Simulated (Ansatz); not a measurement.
# SiO2 (Quartz): band gap by G0W0 on PBE, part 2 of 2

Wanted: the gap of SiO2 (Quartz) with a many-body correction, and the time that it takes.

Ansatz 0.2.0; PBE, then G0W0 on it, plane waves, PAW. Known limits of the many-body steps: finite bands, screening cutoff and k mesh; no spin-orbit coupling in G0W0.

So far. Step 2 (Bands along the symmetry lines): Over mesh and path the gap is 5.995 eV, from k = (0.333, 0.333, 0.000) to k = Γ. The least direct gap found is 6.287 eV, at k = (0.000, 0.000, 0.050). The pressure in this cell is 7 GPa; the cell is kept.

In doubt: masses and optical values from hybrid runs of this build are listed as unsure (in some of the runs), which bears on the screening that GW takes from such a start.

### 3. One-shot GW

G0W0 replaces the xc potential by a self-energy built once from the orbitals of the start. Levels are corrected in the window of bands that the input names, at points of the mesh.

This step: G0W0 on PBE, plane waves, PAW.

Contents of input.yaml:

```yaml
crystal:
  lattice:
    - [4.9158, 0.0, 0.0]
    - [-2.4579, 4.2572076799, 0.0]
    - [0.0, 0.0, 5.4091]
  atoms:
    - { symbol: Si, position: [0.5303, 0.0, 0.3333333333] }
    - { symbol: Si, position: [0.0, 0.5303, 0.6666666667] }
    - { symbol: Si, position: [0.4697, 0.4697, 0.0] }
    - { symbol: O, position: [0.1462, 0.4142, 0.881] }
    - { symbol: O, position: [0.5858, 0.732, 0.2143333333] }
    - { symbol: O, position: [0.268, 0.8538, 0.5476666667] }
    - { symbol: O, position: [0.4142, 0.1462, 0.119] }
    - { symbol: O, position: [0.732, 0.5858, 0.7856666667] }
    - { symbol: O, position: [0.8538, 0.268, 0.4523333333] }
kpoints:
  mp_grid: { grid: [6, 6, 4] }
hamiltonian:
  xc: pbe
scf:
  occupations: { method: fixed }
gw:
  n_empty_bands: 520
  ecut_chi: 160.0
  qp_bands: [v3, c3]
  qp_kpoints: band_edges
  screening: { model: contour_deformation }
```

Launch:

```console
> ansatz run input.yaml --threads 3 --pin off --max-ram 92160MiB --backend cuda --events-out ev --progress --plain --runs-dir out --devices 1 --max-vram 13GiB
```

Numbers of over 12 decimals in the logs are rounded to 6 here.

Output:

```text
GPUs: using 1 of 1 available (devices: 1).
[...]
GPU FFT provider: cuFFT
GPU libraries: cuBLAS 13.8.2, cuFFT 12.4.0, cuSOLVER 12.3.4
Crystal: 9 atoms, lattice volume = 113.199 Å³
Basis set: ecut = 420 eV, 2209 PW (Γ)
Bands: 33, of which v1, the nominal top of the filled ones, is band 24 counted from 1 (23 counted from 0)
Symmetry: 6 space group operations
[...]
k-points: 24 of 144 (time reversal used)
[...]
GPU buffer pool allocated for 51840 grid points (all kernels)
[...]
SCF iter   1: F=—  HF=-5322.118245 eV  |F-HF|=—  |Δ(HF+E_count)|=         —  Δρ=1.33e-3  dr2=1.06e-3  ethr=1.77e-3  ⟨swp⟩=4.9  Hψ=3649  notcnv=0  defer=151
[...]
SCF iter   6: F=-5322.120281 eV  HF=-5322.120281 eV  |F-HF|=5.63e-9  |Δ(HF+E_count)|=   2.33e-7  Δρ=1.96e-6  dr2=3.76e-9  ethr=1.78e-10  ⟨swp⟩=10.5  Hψ=4048  notcnv=0
SCF 1 converged in 6 iterations: F = -5322.120281 eV  dr2 = 3.76e-9
[...]
NSCF: frozen V_eff on 24 k-points, pencils in batches of 32, up to order 132
the band table was solved once the SCF had ended and its energy, with any forces and stress, was formed, with the checks that follow a solve (3445 applications of the Hamiltonian). They found nothing against the state; the energy, forces and stress were not computed again (output.eigenvalues in the input reference)
[...]
NSCF: frozen V_eff on 24 k-points
G₀W₀ screening: q 1/24
[... further progress lines ...]
SCF converged after 6 iterations
Free energy (F): -5322.120281 eV
[...]
Internal energy: -5322.120281 eV  (E = F + TS)
E sigma→0 (E₀):  -5322.120281 eV
Fermi energy:    2.534941 eV
[...]
--- Band table (eV; the first three rows and the last of 24) ---
  k-point 0: bands = [... 20 lower, 1.5355, 1.8491, 2.2214, 2.2214, 8.5304, 11.8538, 11.8538, 12.3090, ... 5 higher]
  k-point 1: bands = [... 20 lower, 1.4657, 2.0012, 2.3105, 2.4404, 9.1286, 11.6806, 11.7919, 11.8117, ... 5 higher]
  k-point 2: bands = [... 20 lower, 1.3346, 2.3207, 2.3207, 2.4441, 10.4816, 10.4816, 11.5997, 12.2849, ... 5 higher]
  k-point 23: bands = [... 20 lower, 1.5978, 1.7710, 1.9498, 1.9498, 11.5467, 12.3426, 12.3426, 12.6360, ... 5 higher]
--- G₀W₀: contour deformation, 6 samples at zero and on the imaginary axis and 2 off it, 144 q-points, 520 empty bands' worth ---
  eigenvalues of the whole cell's RPA ε∞ on this k-mesh (on a slab, of 1 + 4πα/V) = 2.3338, 2.3338, 2.3649; static W/v taken at q = 0 is 0.426133
  bands read: the sum over 544 bands ends inside a degenerate multiplet in 3 slots, whose members it reads at an even weight; the widest, k=2: bands 544 to 545 (counted from 1) at 1/2 each
  gw.qp_kpoints: band_edges: 23 of 24 stored k-points solved, in 1 pass; an edge of the gap read off the rows below is read off those points alone
    valence top: of the k-points left out ik 23 came nearest to being solved in a further pass, in band 24 (counted from 1, as in the quasiparticle table): it holds the edge there only if its correction is more favourable than any solved in that band by at least 0.585 eV; those differ by 0.056 eV
    conduction bottom: of the k-points left out ik 23 came nearest to being solved in a further pass, in band 25 (counted from 1, as in the quasiparticle table): it holds the edge there only if its correction is more favourable than any solved in that band by at least 3.016 eV; those differ by 0.685 eV
    ik  band        ε_KS         Σx   Σc(E_QP)       V_xc       Z   E_QP_lin       E_QP  E_QP is
     0    22      1.8491   -26.3960     4.1350   -20.3047  0.8048    -0.1398    -0.1072  root
     0    23      2.2214   -26.2882     4.0497   -20.3223  0.8064     0.2750     0.3053  root
     0    24      2.2214   -26.2882     4.0497   -20.3223  0.8064     0.2750     0.3053  root
     0    25      8.5304    -7.8343    -3.4468   -12.4180  0.8665     9.6734     9.6673  root
     0    26     11.8538    -6.5913    -3.9441   -11.9226  0.8589    13.2524    13.2411  root
     0    27     11.8538    -6.5913    -3.9441   -11.9226  0.8589    13.2524    13.2411  root
     1    22      2.0012   -26.5017     4.1216   -20.4451  0.8052     0.0347     0.0662  root
     1    23      2.3105   -26.5718     4.0892   -20.5779  0.8057     0.3759     0.4058  root
     1    24      2.4404   -26.7474     4.0682   -20.8049  0.8064     0.5379     0.5662  root
     1    25      9.1286    -8.2682    -3.4617   -12.9364  0.8628    10.3422    10.3351  root
     1    26     11.6806    -6.7827    -3.9827   -12.1758  0.8596    13.1026    13.0910  root
     1    27     11.7919    -8.0166    -3.8888   -13.3928  0.8526    13.2927    13.2793  root
     2    22      2.3207   -26.7703     4.0991   -20.7826  0.8058     0.4031     0.4321  root
     2    23      2.3207   -26.7703     4.0991   -20.7826  0.8058     0.4031     0.4321  root
     2    24      2.4441   -26.7560     4.0812   -20.7935  0.8059     0.5342     0.5629  root
     2    25     10.4816    -8.7011    -3.5918   -13.6504  0.8559    11.8492    11.8391  root
     2    26     10.4816    -8.7011    -3.5918   -13.6504  0.8559    11.8492    11.8391  root
     2    27     11.5997    -4.5470    -3.8678    -9.5231  0.8694    12.7149    12.7081  root
     3    22      1.7514   -26.2529     4.1337   -20.1456  0.8049    -0.2557    -0.2221  root
     3    23      2.2746   -26.4914     4.0731   -20.5131  0.8061     0.3396     0.3694  root
     3    24      2.3107   -26.4777     4.0604   -20.5167  0.8063     0.3807     0.4102  root
     3    25      8.9546    -8.1489    -3.4579   -12.7936  0.8638    10.1483    10.1414  root
     3    26     11.8319    -6.8566    -3.9909   -12.2814  0.8583    13.2780    13.2658  root
     3    27     11.8922    -6.7713    -4.0147   -12.2211  0.8582    13.3396    13.3273  root
     4    22      1.8696   -26.3055     4.1177   -20.2312  0.8052    -0.1194    -0.0868  root
     4    23      2.2033   -26.5222     4.0992   -20.5071  0.8054     0.2570     0.2875  root
     4    24      2.4954   -26.8377     4.0729   -20.8988  0.8063     0.6016     0.6295  root
     4    25      9.4705    -8.4191    -3.5055   -13.1776  0.8609    10.7315    10.7236  root
     4    26     11.7637    -6.7258    -3.9932   -12.1350  0.8592    13.1915    13.1797  root
     4    27     11.8984    -7.8732    -3.8519   -13.1754  0.8536    13.3613    13.3487  root
     5    22      2.2035   -26.6342     4.1073   -20.6175  0.8054     0.2640     0.2941  root
     5    23      2.2351   -26.6242     4.0950   -20.6252  0.8057     0.3013     0.3311  root
     5    24      2.4069   -26.7362     4.0763   -20.7780  0.8061     0.4965     0.5251  root
     5    25     10.6665    -8.8504    -3.6833   -13.9533  0.8545    12.0973    12.0861  root
     5    26     10.7254    -8.5641    -3.6351   -13.5688  0.8555    12.1054    12.0950  root
     5    27     11.7646    -4.9871    -3.9089   -10.0782  0.8670    12.9548    12.9468  root
     6    22      1.8940   -26.3541     4.1250   -20.2751  0.8050    -0.0924    -0.0599  root
     6    23      2.2414   -26.4892     4.0824   -20.4951  0.8058     0.2996     0.3298  root
     6    24      2.4552   -26.8137     4.0780   -20.8642  0.8062     0.5556     0.5837  root
     6    25      9.4831    -8.4280    -3.4991   -13.1786  0.8608    10.7425    10.7346  root
[...]
21    22      2.0988   -26.5859     4.1150   -20.5546  0.8051     0.1520     0.1827  root
    21    23      2.0988   -26.5859     4.1150   -20.5546  0.8051     0.1520     0.1827  root
    21    24      2.5349   -26.8383     4.0583   -20.9198  0.8065     0.6473     0.6748  root
    21    25     11.4681    -8.5371    -3.8356   -13.8607  0.8522    12.9692    12.9560  root
    21    26     11.4681    -8.5371    -3.8356   -13.8607  0.8522    12.9692    12.9560  root
    21    27     11.9529    -8.6271    -3.7800   -13.9157  0.8501    13.4754    13.4616  root
    22    22      1.9843   -26.4401     4.1049   -20.4018  0.8053     0.0195     0.0509  root
    22    23      2.0250   -26.5594     4.1152   -20.5231  0.8050     0.0731     0.1040  root
    22    24      2.3363   -26.5828     4.0671   -20.6214  0.8062     0.4128     0.4420  root
    22    25     11.4691    -9.8780    -4.1311   -15.7658  0.8471    13.2449    13.2258  root
    22    26     11.7830    -7.2892    -3.7370   -12.3412  0.8569    13.1083    13.0981  root
    22    27     12.1394    -8.4920    -3.8356   -13.8461  0.8502    13.6721    13.6579  root
```

Wall time 5.2 min (1 × NVIDIA H100 80GB HBM3 (shared by 6 runs) with 3 threads of AMD EPYC 7R13 (Zen 3), shared host); peak memory 2.8 GiB; 9.9 min of CPU time.

This step gave:

```
bands summed                                    : 544
RPA ε∞ on this mesh (eigenvalues)               : 2.334, 2.334, 2.365
plane waves in the screening matrix             : 527
q-points in the mesh                            : 144
G0W0 gap over the corrected points              : 8.992 eV
k of the valence top                            : 0.3333, 0.3333, 0
k of the conduction bottom                      : 0, 0, 0
starting gap on the mesh                        : 5.995 eV
Z at the valence top                            : 0.8065
Z at the conduction bottom                      : 0.8665
least direct G0W0 gap over the corrected points : 9.362 eV
```

Over 23 of 24 irreducible mesh points the G0W0 gap is 8.992 eV, from k = (0.333, 0.333, 0.000) to k = Γ. The PBE gap of this run on the mesh is 5.995 eV. The two states that bound the G0W0 gap lie that far apart at the start, so the correction of the gap is 8.992 − 5.995 = +2.997 eV.

Labels follow the order of the start: v1 is the top filled band, c1 the lowest empty one; levels that stay degenerate share a row, the window can cut a multiplet, doubted levels are not marked in this list, bands outside the window were not corrected, and the list may be a part of the corrected levels. Levels before and after the correction, in eV, zero at the valence-band top of each column:

```
           conduction bottom  valence top
Kohn-Sham               6.00         0.00
     G0W0               8.99         0.00
```

```
                           level  occupation  energy (eV)
Kohn-Sham                   Γ v3           2       -0.686
Kohn-Sham                Γ v2-v1           2       -0.314
Kohn-Sham                   Γ c1           0        5.995
Kohn-Sham                Γ c2-c3           0        9.319
Kohn-Sham  (0.333 0.333 0) v3-v2           2       -0.436
Kohn-Sham     (0.333 0.333 0) v1           2        0.000
Kohn-Sham  (0.333 0.333 0) c1-c2           0        8.933
Kohn-Sham     (0.333 0.333 0) c3           0        9.418
     G0W0                   Γ v3           2       -0.782
     G0W0                Γ v2-v1           2       -0.370
     G0W0                   Γ c1           0        8.992
     G0W0                Γ c2-c3           0       12.566
     G0W0  (0.333 0.333 0) v3-v2           2       -0.492
     G0W0     (0.333 0.333 0) v1           2        0.000
     G0W0  (0.333 0.333 0) c1-c2           0       12.281
     G0W0     (0.333 0.333 0) c3           0       12.787
```

The parts of the quasiparticle energy for the two states that bound the G0W0 gap, in eV on the run's own scale (QP = start + Σx + Σc − Vxc, with Σc at the quasiparticle energy):

```csv
edge,k,band,start,Σx,Σc,Vxc,Z,QP
valence top,"(0.333, 0.333, 0.000)",24,2.535,−26.838,4.058,−20.920,0.806,0.675
conduction bottom,Γ,25,8.530,−7.834,−3.447,−12.418,0.867,9.667
```

### 4. Side by side

Each gap is the least one over the points named; times are wall times on shared hosts, not benchmarks. A G0W0 time includes the run's own self-consistent start. Rows marked * are further runs, not shown as steps, whose inputs differ from the G0W0 step on the same start in the columns given; solver thresholds can differ too.

```
    level   mesh       files, cutoff   bands summed, screening                            points  gap (eV)            valence top  conduction bottom  least direct gap (eV)     time
      PBE  6×6×4  soft_2 PAW, 420 eV                         -                     mesh and path     5.995  (0.333, 0.333, 0.000)                  Γ                  6.287     10 s
G0W0@PBE*  6×6×4  soft_2 PAW, 420 eV                109, 48 eV  23 of 24 irreducible mesh points     8.728  (0.333, 0.333, 0.000)                  Γ                  9.113     36 s
G0W0@PBE*  6×6×4  soft_2 PAW, 420 eV                265, 96 eV  23 of 24 irreducible mesh points     8.766  (0.333, 0.333, 0.000)                  Γ                  9.149     66 s
 G0W0@PBE  6×6×4  soft_2 PAW, 420 eV               544, 160 eV  23 of 24 irreducible mesh points     8.992  (0.333, 0.333, 0.000)                  Γ                  9.362  5.2 min
G0W0@PBE*  3×3×2  soft_2 PAW, 420 eV                265, 96 eV    5 of 6 irreducible mesh points     8.782  (0.333, 0.333, 0.000)                  Γ                  9.164    9.9 s
G0W0@PBE*  6×6×4  soft_2 PAW, 420 eV  265, 96 eV, plasmon pole  23 of 24 irreducible mesh points     8.752  (0.333, 0.333, 0.000)                  Γ                  9.139     88 s
```

### 5. Summary of results

| Quantity | Value |
| --- | --- |
| PBE gap over mesh and path | 5.995 eV, from k = (0.333, 0.333, 0.000) to k = Γ |
| G0W0@PBE gap over 23 of 24 irreducible mesh points | 8.992 eV, from k = (0.333, 0.333, 0.000) to k = Γ |
| GW settings | 6×6×4 mesh, 520 empty bands, screening to 160 eV |
| known limits | finite bands, screening cutoff and k mesh; no spin-orbit coupling in G0W0 |

Over 23 of 24 irreducible mesh points the G0W0 gap is 8.992 eV, from k = (0.333, 0.333, 0.000) to k = Γ. The PBE gap of this run on the mesh is 5.995 eV. The two states that bound the G0W0 gap lie that far apart at the start, so the correction of the gap is 8.992 − 5.995 = +2.997 eV. The valence state moves by 0.675 − 2.535 = −1.860 eV and the conduction state by 9.667 − 8.530 = +1.137 eV, on the run's own scale; with 109 bands the edge states move by −1.435 and +1.298 eV, so the split between the edges depends on the bands and cutoff. Both edges that PBE shows over mesh and path lie at k points where levels were corrected. Levels at other points were not corrected, so a lower G0W0 gap elsewhere in the zone is not ruled out. From 109 bands and 48 eV to 544 bands and 160 eV the gap moves by 8.992 − 8.728 = +0.264 eV (rung by rung 8.728, 8.766, 8.992 eV); bands and screening cutoff rise together, so their parts are not told apart. A line in one over the bands through the two highest rungs gives 8.992 + (8.992 − 8.766) × 265 / (544 − 265) = 9.207 eV, and through the pair below 8.766 + (8.766 − 8.728) × 109 / (265 − 109) = 8.793 eV. The two differ by 0.414 eV, not under the 0.030 eV asked, so the law does not hold well over these rungs and the limit is not known. With the 3×3×2 mesh in place of the 6×6×4 mesh and all else as in the G0W0@PBE row with 265 bands, the gap differs by 8.782 − 8.766 = +0.016 eV, and that of the start by 5.995 − 5.995 = +0.000 eV. With the plasmon pole model in place of the contour deformation model and all else as in the G0W0@PBE row with 265 bands, the gap differs by 8.752 − 8.766 = −0.014 eV. G0W0 on other starts in this series, not shown as steps and not all at these settings: 9.532 eV on HSE06 (6×6×4, soft_2 PAW, 265 bands, 96 eV) and 9.737 eV on PBE0 (6×6×4, soft_2 PAW, 265 bands, 96 eV). The G0W0 runs are scalar-relativistic. G0W0@PBE runs of this series with other atomic data on the same mesh, not shown as steps, give 8.778 eV (hard PAW, 930 eV, 265 bands, screening to 96 eV; the table's row with the same empty bands and screening cutoff has 8.766 eV); where bands and cutoffs differ too, the part of the files is not isolated.

[Paths, hosts, dates, memory and timing lines, banners, echoed tables and standing remarks are left out of the program output.]

[Logs are printed without paths, hosts, clocks, repeated set-up lines and the standing remarks that a program may print on its own settings, such as how far it seeks lower states.]

[Runs of the session that timed out or met a known fault of the program may be left out.]

[Cells called generated may have been cut or substituted from an entry of the Crystallography Open Database or the Materials Project.]

[Hosts, paths, dates, database ids (printed as entryN), source tags and the programs' standing remarks are cut or masked in the printed files.]

[Where an RPA ε∞ is given, it is that of the G0W0 mesh and is not shown converged in it. Names of k-points follow the symmetry that the program found, which can be lower than the space group named. Band edges on a path are those of the sampled points; other points can move an edge, and change direct to indirect where valleys lie close.]

[Hybrid gaps are those of their k-mesh and are not shown converged in it.]
